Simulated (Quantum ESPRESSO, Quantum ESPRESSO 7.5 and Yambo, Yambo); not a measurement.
# BTe (GaSe-type monolayer): G0W0 with Yambo, start to end

Aim: the G0W0 gap of BTe (GaSe-type monolayer) on PBE with spin-orbit coupling, step by step.

Main program and level: Quantum ESPRESSO 7.5 and Yambo 5.3.0; PBE and many-body steps on it, plane waves.

### 1. Starting point

The cell holds 4 atoms: 2 B and 2 Te. Its edges and angles: a = 3.570 Å, b = 3.570 Å, c = 16.000 Å, α = 90.0°, β = 90.0°, γ = 120.0°. Vacuum lies along c.

The structure was relaxed with PBE. The runs that relaxed it are not among those shown.

### 2. Ground state

This step: Quantum ESPRESSO 7.5; DFT, PBE with spin-orbit coupling, plane waves, norm-conserving pseudopotentials.

The ground-state density comes first.

Contents of pw.in:

```
&control
  calculation = 'scf'
  prefix = 'x'
  outdir = 'o'
  pseudo_dir = 'pseudo'
/
&system
  ibrav = 0
  nat = 4
  ntyp = 2
  ecutwfc = 68.0
  nbnd = 50
  force_symmorphic = .true.
  noncolin = .true.
  lspinorb = .true.
/
&electrons
  conv_thr = 1e-10
  electron_maxstep = 80
  mixing_beta = 0.5
/
ATOMIC_SPECIES
  B 10.81 B.upf
  Te 127.6 Te.upf
CELL_PARAMETERS angstrom
  3.5697488949 0.0000000003 0.0000000000
  -1.7848744477 3.0914932280 0.0000000000
  0.0000000000 0.0000000000 16.0000000000
ATOMIC_POSITIONS crystal
  B 0.3333333333 0.6666666667 0.5535056986
  B 0.3333333333 0.6666666667 0.4464943014
  Te 0.6666666667 0.3333333333 0.6195329599
  Te 0.6666666667 0.3333333333 0.3804670401
K_POINTS automatic
  12 12 1 0 0 0
```

Run with:

```console
> OMP_NUM_THREADS=1 mpirun -n 4 pw.x -nk 4 -in pw.in > pw.out
```

Log:

```text
Program PWSCF v.7.5 starts

     This program is part of the open-source Quantum ESPRESSO suite
     for quantum simulation of materials; please cite
         "P. Giannozzi et al., J. Phys.:Condens. Matter 21 395502 (2009);
         "P. Giannozzi et al., J. Phys.:Condens. Matter 29 465901 (2017);
         "P. Giannozzi et al., J. Chem. Phys. 152 154105 (2020);
     in publications or presentations arising from this work. More details at
     Message from routine setup:
     using ibrav=0 with symmetry is DISCOURAGED, use correct ibrav instead

     G-vector sticks info

     bravais-lattice index     =            0
     lattice parameter (alat)  =       6.7458  a.u.
     unit-cell volume          =    1191.5782 (a.u.)^3
     number of atoms/cell      =            4
     number of atomic types    =            2
     number of electrons       =        38.00
     number of Kohn-Sham states=           50
     kinetic-energy cutoff     =      68.0000  Ry
     charge density cutoff     =     272.0000  Ry
     scf convergence threshold =      1.0E-10
     mixing beta               =       0.5000
     number of iterations used =            8  plain     mixing
     Exchange-correlation= PBE
                           (   1   4   3   4   0   0   0)
     Non magnetic calculation with spin-orbit

     celldm(1)=   6.745848  celldm(2)=   0.000000  celldm(3)=   0.000000
     celldm(4)=   0.000000  celldm(5)=   0.000000  celldm(6)=   0.000000

     crystal axes: (cart. coord. in units of alat)
               a(1) = (   1.000000   0.000000   0.000000 )
               a(2) = (  -0.500000   0.866025   0.000000 )
               a(3) = (   0.000000   0.000000   4.482108 )

     reciprocal axes: (cart. coord. in units 2 pi/alat)
               b(1) = (  1.000000  0.577350 -0.000000 )
               b(2) = ( -0.000000  1.154701  0.000000 )
               b(3) = (  0.000000 -0.000000  0.223109 )
     Pseudo is Norm-conserving + core correction, Zval =  3.0
     Generated using ONCVPSP code by D. R. Hamann
     Using radial grid of 1534 points,  6 beta functions with:
     Pseudo is Norm-conserving + core correction, Zval = 16.0
     Generated using ONCVPSP code by D. R. Hamann
     Using radial grid of 1324 points, 10 beta functions with:
     B                 3.00    10.81000     B ( 1.00)
     Te               16.00   127.60000     Te( 1.00)

     12 Sym. Ops. (no inversion) found

   Cartesian axes

     site n.     atom                  positions (alat units)
         1        B      tau(   1) = (  -0.0000000   0.5773503   2.4808723  )
         2        B      tau(   2) = (  -0.0000000   0.5773503   2.0012357  )
         3        Te     tau(   3) = (   0.5000000   0.2886751   2.7768136  )
         4        Te     tau(   4) = (   0.5000000   0.2886751   1.7052944  )

     number of k points=    19
                       cart. coord. in units 2pi/alat
        k(    1) = (   0.0000000   0.0000000   0.0000000), wk =   0.0069444
        k(    2) = (  -0.0000000   0.0962250   0.0000000), wk =   0.0416667
        k(    3) = (  -0.0000000   0.1924501   0.0000000), wk =   0.0416667
        k(    4) = (  -0.0000000   0.2886751   0.0000000), wk =   0.0416667
        k(    5) = (  -0.0000000   0.3849002   0.0000000), wk =   0.0416667
        k(    6) = (  -0.0000000   0.4811252   0.0000000), wk =   0.0416667
        k(    7) = (   0.0000000  -0.5773503   0.0000000), wk =   0.0208333
        k(    8) = (   0.0833333   0.1443376   0.0000000), wk =   0.0416667
        k(    9) = (   0.0833333   0.2405626   0.0000000), wk =   0.0833333
        k(   10) = (   0.0833333   0.3367877   0.0000000), wk =   0.0833333
     [... 7 further rows ...]
        k(   18) = (   0.2500000   0.5292377   0.0000000), wk =   0.0833333
        k(   19) = (   0.3333333   0.5773503   0.0000000), wk =   0.0138889

     Dense  grid:    90405 G-vectors     FFT dimensions: (  36,  36, 160)

     Initial potential from superposition of free atoms

     starting charge      37.9991, renormalised to      38.0000
     Starting wfcs are   52 randomized atomic wfcs

     per-process dynamical memory:   203.9 Mb

     Self-consistent Calculation

     iteration #  1     ecut=    68.00 Ry     beta= 0.50

     total energy              =    -430.66436187 Ry
     estimated scf accuracy    <       0.66006037 Ry

     iteration #  2     ecut=    68.00 Ry     beta= 0.50

     total energy              =    -430.75622593 Ry
     estimated scf accuracy    <       1.08415972 Ry

     iteration #  3     ecut=    68.00 Ry     beta= 0.50

     total energy              =    -430.93577138 Ry
     estimated scf accuracy    <       0.01250887 Ry

     iteration #  4     ecut=    68.00 Ry     beta= 0.50

     total energy              =    -430.93818849 Ry
     estimated scf accuracy    <       0.00272204 Ry

     iteration #  5     ecut=    68.00 Ry     beta= 0.50

     total energy              =    -430.93854510 Ry
     estimated scf accuracy    <       0.00020468 Ry

     iteration #  6     ecut=    68.00 Ry     beta= 0.50

     total energy              =    -430.93858346 Ry
     estimated scf accuracy    <       0.00000356 Ry

     iteration #  7     ecut=    68.00 Ry     beta= 0.50

     total energy              =    -430.93858414 Ry
     estimated scf accuracy    <       0.00000088 Ry

     iteration #  8     ecut=    68.00 Ry     beta= 0.50

     total energy              =    -430.93858437 Ry
     estimated scf accuracy    <       0.00000022 Ry

     iteration #  9     ecut=    68.00 Ry     beta= 0.50

     total energy              =    -430.93858441 Ry
     estimated scf accuracy    <          2.7E-09 Ry

     iteration # 10     ecut=    68.00 Ry     beta= 0.50

     total energy              =    -430.93858442 Ry
     estimated scf accuracy    <          3.8E-10 Ry

     iteration # 11     ecut=    68.00 Ry     beta= 0.50

     End of self-consistent calculation

          k = 0.0000 0.0000 0.0000 ( 11305 PWs)   bands (ev):

   -36.1436 -36.1436 -36.1434 -36.1434 -36.0548 -36.0548 -36.0542 -36.0542
   -34.7006 -34.7006 -34.7006 -34.7006 -34.6169 -34.6169 -34.6160 -34.6160
   -34.5872 -34.5872 -34.5854 -34.5854 -12.2234 -12.2234 -11.5086 -11.5086
    -5.4948  -5.4948  -1.8080  -1.8080   0.2888   0.2888   0.5857   0.5857
     0.6732   0.6732   1.5464   1.5464   2.0250   2.0250   4.0971   4.0971
     4.2739   4.2739   4.7335   4.7335   4.8627   4.8627   5.8045   5.8045
     6.1941   6.1941

          k =-0.0000 0.0962 0.0000 ( 11275 PWs)   bands (ev):

   -36.1431 -36.1431 -36.1430 -36.1430 -36.0548 -36.0548 -36.0540 -36.0540
   -34.7000 -34.7000 -34.6999 -34.6999 -34.6170 -34.6170 -34.6161 -34.6161
   -34.5869 -34.5869 -34.5850 -34.5850 -12.1302 -12.1302 -11.4165 -11.4165
    -5.4377  -5.4377  -1.7604  -1.7604  -0.3466  -0.3466   0.2629   0.2629
[...]
6.1364   6.1365

          k =-0.0000 0.1925 0.0000 ( 11267 PWs)   bands (ev):

[...]
-34.6981 -34.6981 -34.6980 -34.6980 -34.6174 -34.6174 -34.6166 -34.6166
   -34.5860 -34.5860 -34.5840 -34.5840 -11.8541 -11.8541 -11.1443 -11.1443
    -5.2981  -5.2981  -1.8086  -1.8086  -1.5824  -1.5824  -0.4690  -0.4690
    -0.1788  -0.1788   0.6908   0.6908   1.1271   1.1271   3.6528   3.6528
     5.0447   5.0447   5.2387   5.2387   5.7395   5.7395   6.2969   6.2969
     6.4399   6.4399

          k =-0.0000 0.2887 0.0000 ( 11259 PWs)   bands (ev):

     [... further k-points ...]

     highest occupied, lowest unoccupied level (ev):     2.0250    3.2667

!    total energy              =    -430.93858442 Ry
     estimated scf accuracy    <          6.6E-11 Ry

     The total energy is the sum of the following terms:
     one-electron contribution =   -1013.16477689 Ry
     hartree contribution      =     510.98690167 Ry
     xc contribution           =    -103.19879045 Ry
     ewald contribution        =     174.43808126 Ry

     convergence has been achieved in  11 iterations

     XML data file, charge density, pseudopotentials, collected wavefunctions

=------------------------------------------------------------------------------=
   JOB DONE.
=------------------------------------------------------------------------------=
```

Run time: 93 s. Hardware: 4 MPI ranks of Arm Neoverse V2, shared host; peak memory 1.4 GiB.

Numbers from this step:

| Quantity | Value |
| --- | --- |
| total energy | -5863.2181 eV |
| gap | 1.242 eV |
| k of the valence top | 0, 0, 0 |
| k of the conduction bottom | 0.3333, 0.3333, 0 |
| least direct gap | 2.072 eV |

The gap is indirect, with the least direct gap 0.83 eV higher.

### 3. Bands along the symmetry lines

The cheap functional maps the bands first; the places of the edges decide which points the dearer methods must see.

pw.in: that of step 2 with these lines changed.

```diff
@@ -1,3 +1,3 @@
 &control
-  calculation = 'scf'
+  calculation = 'bands'
   prefix = 'x'
@@ -17,5 +17,6 @@
 &electrons
-  conv_thr = 1e-10
+  conv_thr = 1e-9
   electron_maxstep = 80
-  mixing_beta = 0.5
+  diago_full_acc = .true.
+  diago_thr_init = 5e-6
 /
@@ -33,3 +34,28 @@
   Te 0.6666666667 0.3333333333 0.3804670401
-K_POINTS automatic
-  12 12 1 0 0 0
+K_POINTS crystal
+  25
+  0.00000000 0.00000000 0.00000000 1
+  0.06250000 0.00000000 0.00000000 1
+  0.12500000 0.00000000 0.00000000 1
+  0.18750000 0.00000000 0.00000000 1
+  0.25000000 0.00000000 0.00000000 1
+  0.31250000 0.00000000 0.00000000 1
+  0.37500000 0.00000000 0.00000000 1
+  0.43750000 0.00000000 0.00000000 1
+  0.50000000 0.00000000 0.00000000 1
+  0.47916667 0.04166667 0.00000000 1
+  0.45833333 0.08333333 0.00000000 1
+  0.43750000 0.12500000 0.00000000 1
+  0.41666666 0.16666666 0.00000000 1
+  0.39583333 0.20833333 0.00000000 1
+  0.37500000 0.25000000 0.00000000 1
+  0.35416666 0.29166666 0.00000000 1
+  0.33333333 0.33333333 0.00000000 1
+  0.29166666 0.29166666 0.00000000 1
+  0.25000000 0.25000000 0.00000000 1
+  0.20833333 0.20833333 0.00000000 1
+  0.16666666 0.16666666 0.00000000 1
+  0.12500000 0.12500000 0.00000000 1
+  0.08333333 0.08333333 0.00000000 1
+  0.04166667 0.04166667 0.00000000 1
+  0.00000000 0.00000000 0.00000000 1
```

Log:

```text
[banner, memory and clock lines left out]
Program PWSCF v.7.5 starts

     Atomic positions and unit cell read from directory:
     o/x.save/

     Message from routine setup:
     using ibrav=0 with symmetry is DISCOURAGED, use correct ibrav instead

     G-vector sticks info

     bravais-lattice index     =            0
     lattice parameter (alat)  =       6.7458  a.u.
     unit-cell volume          =    1191.5782 (a.u.)^3
     number of atoms/cell      =            4
     number of atomic types    =            2
     number of electrons       =        38.00
     number of Kohn-Sham states=           50
     kinetic-energy cutoff     =      68.0000  Ry
     charge density cutoff     =     272.0000  Ry
     Exchange-correlation= PBE
                           (   1   4   3   4   0   0   0)
     Non magnetic calculation with spin-orbit

     celldm(1)=   6.745848  celldm(2)=   0.000000  celldm(3)=   0.000000
     celldm(4)=   0.000000  celldm(5)=   0.000000  celldm(6)=   0.000000

     crystal axes: (cart. coord. in units of alat)
               a(1) = (   1.000000   0.000000   0.000000 )
               a(2) = (  -0.500000   0.866025   0.000000 )
               a(3) = (   0.000000   0.000000   4.482108 )

     reciprocal axes: (cart. coord. in units 2 pi/alat)
               b(1) = (  1.000000  0.577350 -0.000000 )
               b(2) = ( -0.000000  1.154701  0.000000 )
               b(3) = (  0.000000 -0.000000  0.223109 )
     Pseudo is Norm-conserving + core correction, Zval =  3.0
     Generated using ONCVPSP code by D. R. Hamann
     Using radial grid of 1534 points,  6 beta functions with:
     Pseudo is Norm-conserving + core correction, Zval = 16.0
     Generated using ONCVPSP code by D. R. Hamann
     Using radial grid of 1324 points, 10 beta functions with:
     B                 3.00    10.81000     B ( 1.00)
     Te               16.00   127.60000     Te( 1.00)

     12 Sym. Ops. (no inversion) found

   Cartesian axes

     site n.     atom                  positions (alat units)
         1        B      tau(   1) = (  -0.0000000   0.5773503   2.4808723  )
         2        B      tau(   2) = (  -0.0000000   0.5773503   2.0012357  )
         3        Te     tau(   3) = (   0.5000000   0.2886751   2.7768136  )
         4        Te     tau(   4) = (   0.5000000   0.2886751   1.7052944  )

     number of k points=    25
                       cart. coord. in units 2pi/alat
        k(    1) = (   0.0000000   0.0000000   0.0000000), wk =   0.0400000
        k(    2) = (   0.0625000   0.0360844   0.0000000), wk =   0.0400000
        k(    3) = (   0.1250000   0.0721688   0.0000000), wk =   0.0400000
[...]
[... 13 further rows ...]
        k(   24) = (   0.0416667   0.0721688   0.0000000), wk =   0.0400000
        k(   25) = (   0.0000000   0.0000000   0.0000000), wk =   0.0400000

     Dense  grid:    90405 G-vectors     FFT dimensions: (  36,  36, 160)

     The potential is recalculated from file :
     o/x.save/charge-density

     Starting wfcs are   52 randomized atomic wfcs

     Band Structure Calculation

     End of band structure calculation

          k = 0.0000 0.0000 0.0000 ( 11305 PWs)   bands (ev):

   -36.1435 -36.1435 -36.1433 -36.1433 -36.0547 -36.0547 -36.0541 -36.0541
   -34.7005 -34.7005 -34.7005 -34.7005 -34.6168 -34.6168 -34.6159 -34.6159
   -34.5871 -34.5871 -34.5853 -34.5853 -12.2233 -12.2233 -11.5085 -11.5085
[...]
6.1964   6.2025

          k = 0.0625 0.0361 0.0000 ( 11269 PWs)   bands (ev):

[...]
6.1411   6.1411

          k = 0.1250 0.0722 0.0000 ( 11257 PWs)   bands (ev):

[...]
6.2415   6.2415

[...]
k = 0.0417 0.0722 0.0000 ( 11273 PWs)   bands (ev):

[...]
6.0967   6.1746

          k = 0.0000 0.0000 0.0000 ( 11305 PWs)   bands (ev):

[...]
0.6733   0.6733   1.5464   1.5464   2.0251   2.0251   4.0972   4.0972
     4.2739   4.2739   4.7336   4.7336   4.8628   4.8628   5.8046   5.8054
     6.2019   6.2043

     XML data file, pseudopotentials, collected wavefunctions
```

Run time: 43 s. Hardware: 4 MPI ranks; peak memory 0.78 GiB; 2.9 min of CPU time.

Numbers from this step:

```
gap                        : 1.242 eV
k of the valence top       : 0, 0, 0
k of the conduction bottom : 0.3333, 0.3333, 0
least direct gap           : 2.072 eV
```

The gap is 1.242 eV, as in the run before at this level.

Electronic bands along the path, in eV, zero at the top of the highest filled band:

| point | band 35 | band 36 | band 37 | band 38 | band 39 | band 40 | band 41 | band 42 |
| --- | --- | --- | --- | --- | --- | --- | --- | --- |
| Γ | -0.48 | -0.48 | 0.00 | 0.00 | 2.07 | 2.07 | 2.25 | 2.25 |
| halfway | -1.72 | -1.72 | -1.38 | -1.38 | 1.35 | 1.35 | 2.50 | 2.50 |
| M | -2.28 | -2.28 | -1.81 | -1.81 | 1.29 | 1.29 | 1.49 | 1.49 |
| halfway | -3.03 | -3.02 | -1.61 | -1.60 | 1.86 | 1.99 | 2.60 | 2.76 |
| K | -3.35 | -3.32 | -1.42 | -1.41 | 1.24 | 1.38 | 3.34 | 3.53 |
| halfway | -2.51 | -2.41 | -1.65 | -1.62 | 2.12 | 2.16 | 3.15 | 3.23 |
| Γ | -0.48 | -0.48 | 0.00 | 0.00 | 2.07 | 2.07 | 2.25 | 2.25 |

### 4. Empty states on the mesh, 6×6×1 mesh, 152 bands

The sums over transitions need many empty states on a uniform mesh; this step solves for them.

Contents of pw.in:

```
&control
  calculation = 'nscf'
  prefix = 'x'
  outdir = 'o'
  pseudo_dir = 'pseudo'
/
&system
  ibrav = 0
  nat = 4
  ntyp = 2
  ecutwfc = 68.0
  nbnd = 152
  force_symmorphic = .true.
  noncolin = .true.
  lspinorb = .true.
/
&electrons
  conv_thr = 1e-9
  electron_maxstep = 80
  diago_full_acc = .true.
  diago_thr_init = 5e-6
/
ATOMIC_SPECIES
  B 10.81 B.upf
  Te 127.6 Te.upf
CELL_PARAMETERS angstrom
  3.5697488949 0.0000000003 0.0000000000
  -1.7848744477 3.0914932280 0.0000000000
  0.0000000000 0.0000000000 16.0000000000
ATOMIC_POSITIONS crystal
  B 0.3333333333 0.6666666667 0.5535056986
  B 0.3333333333 0.6666666667 0.4464943014
  Te 0.6666666667 0.3333333333 0.6195329599
  Te 0.6666666667 0.3333333333 0.3804670401
K_POINTS automatic
  6 6 1 0 0 0
```

Log:

```text
[banner, memory and clock lines left out]
Program PWSCF v.7.5 starts

     Atomic positions and unit cell read from directory:
     o/x.save/

     Message from routine setup:
     using ibrav=0 with symmetry is DISCOURAGED, use correct ibrav instead

     G-vector sticks info

     bravais-lattice index     =            0
     lattice parameter (alat)  =       6.7458  a.u.
     unit-cell volume          =    1191.5782 (a.u.)^3
     number of atoms/cell      =            4
     number of atomic types    =            2
     number of electrons       =        38.00
     number of Kohn-Sham states=          152
     kinetic-energy cutoff     =      68.0000  Ry
     charge density cutoff     =     272.0000  Ry
     Exchange-correlation= PBE
                           (   1   4   3   4   0   0   0)
     Non magnetic calculation with spin-orbit

     celldm(1)=   6.745848  celldm(2)=   0.000000  celldm(3)=   0.000000
     celldm(4)=   0.000000  celldm(5)=   0.000000  celldm(6)=   0.000000

     crystal axes: (cart. coord. in units of alat)
               a(1) = (   1.000000   0.000000   0.000000 )
               a(2) = (  -0.500000   0.866025   0.000000 )
               a(3) = (   0.000000   0.000000   4.482108 )

     reciprocal axes: (cart. coord. in units 2 pi/alat)
               b(1) = (  1.000000  0.577350 -0.000000 )
               b(2) = ( -0.000000  1.154701  0.000000 )
               b(3) = (  0.000000 -0.000000  0.223109 )
     Pseudo is Norm-conserving + core correction, Zval =  3.0
     Generated using ONCVPSP code by D. R. Hamann
     Using radial grid of 1534 points,  6 beta functions with:
     Pseudo is Norm-conserving + core correction, Zval = 16.0
     Generated using ONCVPSP code by D. R. Hamann
     Using radial grid of 1324 points, 10 beta functions with:
     B                 3.00    10.81000     B ( 1.00)
     Te               16.00   127.60000     Te( 1.00)

     12 Sym. Ops. (no inversion) found

   Cartesian axes

     site n.     atom                  positions (alat units)
         1        B      tau(   1) = (  -0.0000000   0.5773503   2.4808723  )
         2        B      tau(   2) = (  -0.0000000   0.5773503   2.0012357  )
         3        Te     tau(   3) = (   0.5000000   0.2886751   2.7768136  )
         4        Te     tau(   4) = (   0.5000000   0.2886751   1.7052944  )

     number of k points=     7
                       cart. coord. in units 2pi/alat
        k(    1) = (   0.0000000   0.0000000   0.0000000), wk =   0.0277778
        k(    2) = (  -0.0000000   0.1924501   0.0000000), wk =   0.1666667
        k(    3) = (  -0.0000000   0.3849002   0.0000000), wk =   0.1666667
        k(    4) = (   0.0000000  -0.5773503   0.0000000), wk =   0.0833333
        k(    5) = (   0.1666667   0.2886751   0.0000000), wk =   0.1666667
        k(    6) = (   0.1666667   0.4811252   0.0000000), wk =   0.3333333
        k(    7) = (   0.3333333   0.5773503   0.0000000), wk =   0.0555556

     Dense  grid:    90405 G-vectors     FFT dimensions: (  36,  36, 160)

     The potential is recalculated from file :
     o/x.save/charge-density

     Starting wfcs are   52 randomized atomic wfcs +  100 random wfcs

     Band Structure Calculation

     End of band structure calculation

          k = 0.0000 0.0000 0.0000 ( 11305 PWs)   bands (ev):

   -36.1435 -36.1435 -36.1433 -36.1433 -36.0547 -36.0547 -36.0541 -36.0541
   -34.7005 -34.7005 -34.7005 -34.7005 -34.6168 -34.6168 -34.6159 -34.6159
   -34.5871 -34.5871 -34.5853 -34.5853 -12.2233 -12.2233 -11.5085 -11.5085
[...]
[... 7 further rows ...]
[...]
k =-0.0000 0.1925 0.0000 ( 11267 PWs)   bands (ev):

[...]
[... 7 further rows ...]
[...]
k =-0.0000 0.3849 0.0000 ( 11274 PWs)   bands (ev):

[...]
[... 7 further rows ...]
    25.7213  25.7213  26.1343  26.1343  26.2618  26.2618  27.1032  27.1032
    27.1330  27.1330  27.4906  27.4906  27.8675  27.8676  28.3404  28.3405

          k = 0.0000-0.5774 0.0000 ( 11312 PWs)   bands (ev):

     [... further k-points ...]

     highest occupied, lowest unoccupied level (ev):     2.0251    3.2667

     XML data file, pseudopotentials, collected wavefunctions
```

The job ended after 72 s (4 MPI ranks; peak memory 1.5 GiB; 4.8 min of CPU time).

This step gave:

```yaml
gap: 1.242 eV
k_of_the_valence_top: 0, 0, 0
k_of_the_conduction_bottom: 0.3333, 0.3333, 0
least_direct_gap: 2.072 eV
k_points_computed: 7
lowest_point_of_the_top_converged_band_above_the_valence_top: 24.21 eV
```

On this mesh the gap is 1.242 eV.

(Continued in part 2 of 2.)

[Paths, hosts, dates, memory and timing lines, banners, echoed tables and standing remarks are left out of the program output.]

[Logs are printed without paths, hosts, clocks, repeated set-up lines and the standing remarks that a program may print on its own settings, such as how far it seeks lower states.]

[Runs of the session that timed out or met a known fault of the program may be left out.]

[Hosts, paths, dates, database ids (printed as entryN), source tags and the programs' standing remarks are cut or masked in the printed files.]
